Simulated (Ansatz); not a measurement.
## Na on Cu(111): change of the work function

How does one ordered layer of Na (fcc site) change the work function of Cu(111), and what dipole does each adsorbate carry?

Main program and level: Ansatz 0.2.0; plane-wave DFT, PBE, Ansatz PAW.

**1. Set-up**

The cell holds 4 atoms: 4 Cu. Cell: a = 2.553 Å, b = 2.553 Å, c = 24.253 Å, α = 90.0°, β = 90.0°, γ = 60.0°. Vacuum lies along c.

**2. The clean slab**

The bare slab comes first, as the zero from which every change is counted. The two lowest layers are held at bulk places and the upper ones relax. The dipole correction removes the false field that a one-sided slab makes across the periodic vacuum, so each face gets a flat vacuum level of its own.

input.yaml reads:

```yaml
crystal:
  lattice:
    - [2.5526554801, 0.0, 0.0]
    - [1.27632774, 2.2106644929, 0.0]
    - [0.0, 0.0, 24.2527034153]
  atoms:
    - { symbol: Cu, position: [0.0, 0.0, 0.3710926508] }
    - { symbol: Cu, position: [0.3333333333, 0.3333333333, 0.4570308836] }
    - { symbol: Cu, position: [0.6666666667, 0.6666666667, 0.5429691164] }
    - { symbol: Cu, position: [0.0, 0.0, 0.6289073492] }
kpoints:
  mp_grid: { grid: [12, 12, 1] }
hamiltonian:
  xc: pbe
scf:
  occupations: { method: fermi_dirac, width: 0.1 }
  convergence: { dr2_threshold: 1.0e-08 }
efield:
  axis: 3
  dipole_correction: true
  ramp_position: 0.97
  ramp_width: 0.06
relax:
  f_tol: 0.02
  max_steps: 60
  constraints: [{ sites: [0, 1] }]
output:
  write_potential: true
  write_density: true
  volumetric_format: npy
```

Run with:

```sh
$ ansatz run input.yaml --threads 4 --pin off --max-ram 6144MiB --backend cpu --events-out ev --progress --plain --runs-dir out
```

Output:

```text
Engine: ansatz 0.2.0, x86_64-unknown-linux-gnu
Pseudopotentials: kind: paw
Pseudopotential: Cu, paw, valence charge 19, recommended cutoff 420 eV (normal), Cu.paw.azcp
Functional definition: PBE
  parameter kappa = 0.804
  parameter beta = 0.066725
  exchange = pbe_x(kappa = kappa, mu = beta*pi^2/3)
  correlation = pbe_c(beta = beta)
Crystal: 4 atoms, lattice volume = 136.860 Å³
Basis set: ecut = 420 eV, 2739 PW (Γ), exchange–correlation on 36×36×360 points (8 copies of the dense FFT grid, shifted against one another)
Bands: 46, of which v1, the nominal top of the filled ones, is band 38 counted from 1 (37 counted from 0)
Symmetry: 6 space group operations
k-points: 19 of 144 (time reversal used)
Non-local potential: Cu, projectors of the file, l = 0: 3, l = 1: 2, l = 2: 3, l = 3: 1
PAW form: soft (Blöchl's): semilocal exchange-correlation on the pseudo side does not see the compensation charge
PAW one-centre angular grid: Cu, 590 points (default); XC on 64 Gauss nodes
Initial density: superposition of atomic densities (neutral atoms: chi_scale 0, normalization atom), corrected by the library's trained network
Initial wavefunctions: pseudopotential atomic-orbital guess
Functional: x = pbe(κ = 0.804, μ = 0.219515), c = pbe(β = 0.066725)
SCF iter   1: F=—  HF=-26499.782585 eV  |F-HF|=—  |Δ(HF+E_count)|=         —  Δρ=1.47e-3  dr2=6.66e-3  ethr=1.77e-3  p=0.000 e·Å  D=4.81e-13 V/Å  ΔV_dip=-0.00 eV  dr2_dipole=2.85e-8  V_vac-E_F(+/−)=4.73/4.73 eV  ⟨swp⟩=8.5  Hψ=3842  notcnv=0  defer=14
efield: sawtooth ramp at fractional position 0.9700 (set: `efield.ramp_position`, or a place that a band, a saddle search or an elastic batch's reference lends), width 0.0600; the density the first Hamiltonian is built on has a dipole p = 0.000 e·Å; the dipole correction subtracts the counter field D = 4.81e-13 V/Å, which shifts the + side's vacuum level by -0.00 eV against the − side's; the planar-averaged density in the ramp window peaks in size at 4.1e-5 e/Å³
preconditioner: auto → LDOS  [insulator: Δε(μ)=0.354 eV  Ē_g=8.430 eV  σ=0.100 eV  W_gap=0.62  n_scr=18 (ndim 8)  ℏωp=21.1 eV  f_vac=0.614  D(μ)=1.13/eV (n_scr^D=8)  ε∞_Penn≈7.2  β→1.0]
SCF iter   2: F=—  HF=-26499.789740 eV  |F-HF|=—  |Δ(HF+E_count)|=   7.16e-3  Δρ=2.64e-3  dr2=1.12e-2  ethr=8.77e-6  p=0.000 e·Å  D=7.48e-6 V/Å  ΔV_dip=-0.00 eV  dr2_dipole=6.74e-8  V_vac-E_F(+/−)=4.82/4.82 eV  ⟨swp⟩=2.9  Hψ=2151  notcnv=0  defer=27
SCF iter   3: F=—  HF=-26499.788177 eV  |F-HF|=—  |Δ(HF+E_count)|=   1.56e-3  Δρ=2.15e-3  dr2=3.58e-3  ethr=8.77e-6  p=-0.000 e·Å  D=-6.61e-6 V/Å  ΔV_dip=0.00 eV  dr2_dipole=3.90e-9  V_vac-E_F(+/−)=4.78/4.78 eV  ⟨swp⟩=2.0  Hψ=1532  notcnv=0  defer=27
SCF iter   4: F=—  HF=-26499.787359 eV  |F-HF|=—  |Δ(HF+E_count)|=   8.18e-4  Δρ=2.43e-4  dr2=1.31e-4  ethr=4.72e-6  p=-0.000 e·Å  D=-1.37e-6 V/Å  ΔV_dip=0.00 eV  dr2_dipole=1.43e-9  V_vac-E_F(+/−)=4.77/4.77 eV  ⟨swp⟩=2.0  Hψ=1282  notcnv=0  defer=27
SCF iter   5: F=—  HF=-26499.787342 eV  |F-HF|=—  |Δ(HF+E_count)|=   1.72e-5  Δρ=1.75e-4  dr2=3.18e-5  ethr=1.73e-7  p=-0.000 e·Å  D=-8.26e-8 V/Å  ΔV_dip=0.00 eV  dr2_dipole=1.56e-13  V_vac-E_F(+/−)=4.78/4.78 eV  ⟨swp⟩=2.1  Hψ=1339  notcnv=0  defer=27
SCF iter   6: F=—  HF=-26499.787340 eV  |F-HF|=—  |Δ(HF+E_count)|=   2.27e-6  Δρ=1.60e-4  dr2=2.49e-5  ethr=4.18e-8  p=0.000 e·Å  D=1.11e-7 V/Å  ΔV_dip=-0.00 eV  dr2_dipole=1.48e-12  V_vac-E_F(+/−)=4.78/4.78 eV  ⟨swp⟩=2.3  Hψ=1425  notcnv=0  defer=27
SCF iter   7: F=—  HF=-26499.787337 eV  |F-HF|=—  |Δ(HF+E_count)|=   2.18e-6  Δρ=5.82e-5  dr2=3.29e-6  ethr=3.27e-8  p=0.000 e·Å  D=5.48e-8 V/Å  ΔV_dip=-0.00 eV  dr2_dipole=4.23e-12  V_vac-E_F(+/−)=4.78/4.78 eV  ⟨swp⟩=2.3  Hψ=1116  notcnv=0  defer=27
SCF iter   8: F=—  HF=-26499.787328 eV  |F-HF|=—  |Δ(HF+E_count)|=   9.08e-6  Δρ=1.25e-5  dr2=1.96e-7  ethr=4.33e-9  p=-0.000 e·Å  D=-6.00e-9 V/Å  ΔV_dip=0.00 eV  dr2_dipole=1.63e-13  V_vac-E_F(+/−)=4.78/4.78 eV  ⟨swp⟩=2.1  Hψ=1233  notcnv=0  defer=27
SCF iter   9: F=-26499.787329 eV  HF=-26499.787329 eV  |F-HF|=4.49e-9  |Δ(HF+E_count)|=   1.91e-7  Δρ=2.15e-6  dr2=4.95e-9  ethr=1.32e-11  p=0.000 e·Å  D=1.07e-7 V/Å  ΔV_dip=-0.00 eV  dr2_dipole=1.44e-12  V_vac-E_F(+/−)=4.79/4.79 eV  ⟨swp⟩=8.4  Hψ=6821  notcnv=0
SCF 1 converged in 9 iterations: F = -26499.787329 eV  dr2 = 4.95e-9
  greatest PAW one-centre occupation: 1.000 electrons in one spin orbital (limit 2), on the Cu atom at site 3 (counted from 0), in its partial waves of l = 0
relax step   1: F+E_penalty+E_count = -26499.78732861 eV  Δ(F+E_penalty+E_count) = +0.000e0 eV  max|allowed force component| = 1.263e-2 eV/Å  Δτ_max = 0.0000 Å  (9 SCF iters, accepted)
NSCF: frozen V_eff on 19 k-points
the band table was solved once a step of the walk had ended and its energy, with any forces and stress, was formed, with the checks that follow a solve (4566 applications of the Hamiltonian). They found nothing against the state; the energy, forces and stress were not computed again (output.eigenvalues in the input reference)
WARN: The input density's exchange-correlation potential varies sharply where the density is thin. Do not read a vacuum level from v_tot or v_xc, or from such a field of the output density. On a cell that repeats whose density bears no net charge and no dipole along the vacuum's axis use v_es (v_loc + v_h of the components); under efield.dipole_correction with no amplitude use v_es + v_field, which holds any external [...]
SCF converged after 9 iterations
Free energy (F): -26499.787329 eV
Harris-Foulkes:  -26499.787329 eV  (|F-HF|=4.49e-9)
Internal energy: -26499.748950 eV  (E = F + TS)
E sigma→0 (E₀):  -26499.768139 eV
Entropy (-TS):   -0.038378 eV (-9.595 meV/atom)
Fermi energy:    2.702448 eV
Dipole field:    D = -0.000002 V/Å  (p = -0.000001 e·Å, saw-weighted, corrected)
Work function:   Φ+ = 4.7859 eV   Φ− = 4.7858 eV
Levels:          The Fermi level and band energies are counted from a zero that moves with the ramp; work functions are not
--- Per-component energies (eV) ---
  E_band       = -2495.104464
  E_kinetic    = 1198.592199
  E_local      = -181627.940410  (includes V_loc(G=0)·N_el)
  E_nonlocal   = 1563.718168
  E_hartree    = 89322.477322
  E_xc         = -355.976177
  E_vxc        = -459.154353  (∫ρ·V_xc dr)
  E_paw        = -6655.772122  (= ΣΔE_a)
  E_vpaw       = -1815.295397  (= ΣTr[D̂ρ^β])
  E_aug_tail   = 0.001085  (compensation charges beyond the density's cutoff)
  E_efield     = 0.000000  (sawtooth field / dipole correction)
  E_vefield    = 0.000000  (∫n·V_field dr)
  E_ewald      = 70055.150985
  E_smearing   = -0.038378  (= −TS)
  E_closure    = -0.000000  (closes the sum)
  Σ components = -26499.787329   (vs F -26499.787329, Δ=0.00e0)
--- Forces (eV/Å), atoms counted from 1 ---
  atom   1  Cu     0.00000000     0.00000000     0.01262897
  atom   2  Cu     0.00000000     0.00000000     0.00864294
  atom   3  Cu    -0.00000000     0.00000000    -0.00864301
  atom   4  Cu    -0.00000000    -0.00000000    -0.01263046
  max |Σ_I F_I| component: 1.56e-6 eV/Å
--- Band table (eV; the first three rows and the last of 19) ---
  k-point 0: bands = [... 34 lower, 0.7015, 0.9883, 0.9883, 1.1278, 1.1278, 1.4792, 2.4508, 6.9317, ... 4 higher]
  k-point 1: bands = [... 34 lower, 0.7069, 0.7722, 0.9591, 0.9858, 1.1309, 1.9111, 3.0010, 7.1104, ... 4 higher]
  k-point 2: bands = [... 34 lower, 0.6428, 0.7099, 0.9780, 1.1384, 1.2113, 2.6414, 4.1277, 7.6456, ... 4 higher]
  k-point 18: bands = [... 34 lower, 1.0442, 1.0505, 6.1270, 6.3749, 6.3749, 7.1516, 7.1516, 7.9011, ... 4 higher]
--- Relaxed structure (1 steps of the walk, 1 accepted, 0 SCFs on fresh bases) ---
  F+E_penalty+E_count = -26499.78732861 eV   max|allowed force component| = 1.263e-2 eV/Å
  atoms:
    - { symbol: Cu, position: [0.0, 0.0, 0.3710926508] }
    - { symbol: Cu, position: [0.333333, 0.333333, 0.4570308836] }
    - { symbol: Cu, position: [0.666667, 0.666667, 0.5429691164] }
    - { symbol: Cu, position: [0.0, 0.0, 0.6289073492] }
```

It took 5.7 s on 4 threads of Intel Xeon at 2.70GHz, shared host; peak memory 0.51 GiB; 19 s of CPU time.

Hardly anything moved in the relaxation; the energy changed by under 0.2 meV an atom.

Numbers from this step:

```yaml
energy_at_zero_smearing: -26499.7681 eV
work_function_upper_face: 4.786 eV
dipole_along_the_normal: -1.40e-6 e·Å
```

Running mean over 2.084 Å of the planar mean; the ramp of the sawtooth is left out. Table of electron's electrostatic potential energy less the Fermi level by z:

| z (Å) | electron's electrostatic potential energy less the Fermi level (eV) |
| --- | --- |
| 3.0 | 4.79 |
| 3.5 | 4.79 |
| 4.0 | 4.79 |
| 4.5 | 4.78 |
| 5.0 | 4.78 |
| 5.5 | 4.77 |
| 6.0 | 4.73 |
| 6.5 | 4.60 |
| 7.0 | 4.11 |
| 7.5 | 2.00 |
| 8.0 | -2.75 |
| 8.5 | -7.12 |
| 9.0 | -8.54 |
| 9.5 | -8.74 |
| 10.0 | -8.78 |
| 10.5 | -8.81 |
| 11.0 | -8.83 |
| 11.5 | -8.82 |
| 12.0 | -8.81 |
| 12.5 | -8.81 |
| 13.0 | -8.82 |
| 13.5 | -8.82 |
| 14.0 | -8.79 |
| 14.5 | -8.76 |
| 15.0 | -8.69 |
| 15.5 | -8.16 |
| 16.0 | -5.25 |
| 16.5 | -0.203 |
| 17.0 | 3.41 |
| 17.5 | 4.43 |
| 18.0 | 4.68 |
| 18.5 | 4.76 |
| 19.0 | 4.78 |
| 19.5 | 4.78 |
| 20.0 | 4.79 |
| 20.5 | 4.79 |
| 21.0 | 4.79 |

The work function of the upper face is 4.79 eV.

(Part 1 of 2 ends here.)

[Long decimals in the printed logs are rounded to 6 places.]

[Logs are printed without paths, hosts, clocks, repeated set-up lines and the standing remarks that a program may print on its own settings, such as how far it seeks lower states.]

[Hosts, paths, dates, database ids (printed as entryN), source tags and the programs' standing remarks are cut or masked in the printed files.]

[Maps of the electrostatic potential energy from Ansatz leave out the sawtooth potential of an applied field or a dipole correction, so their vacuum need not be flat; planar profiles and work functions include it.]
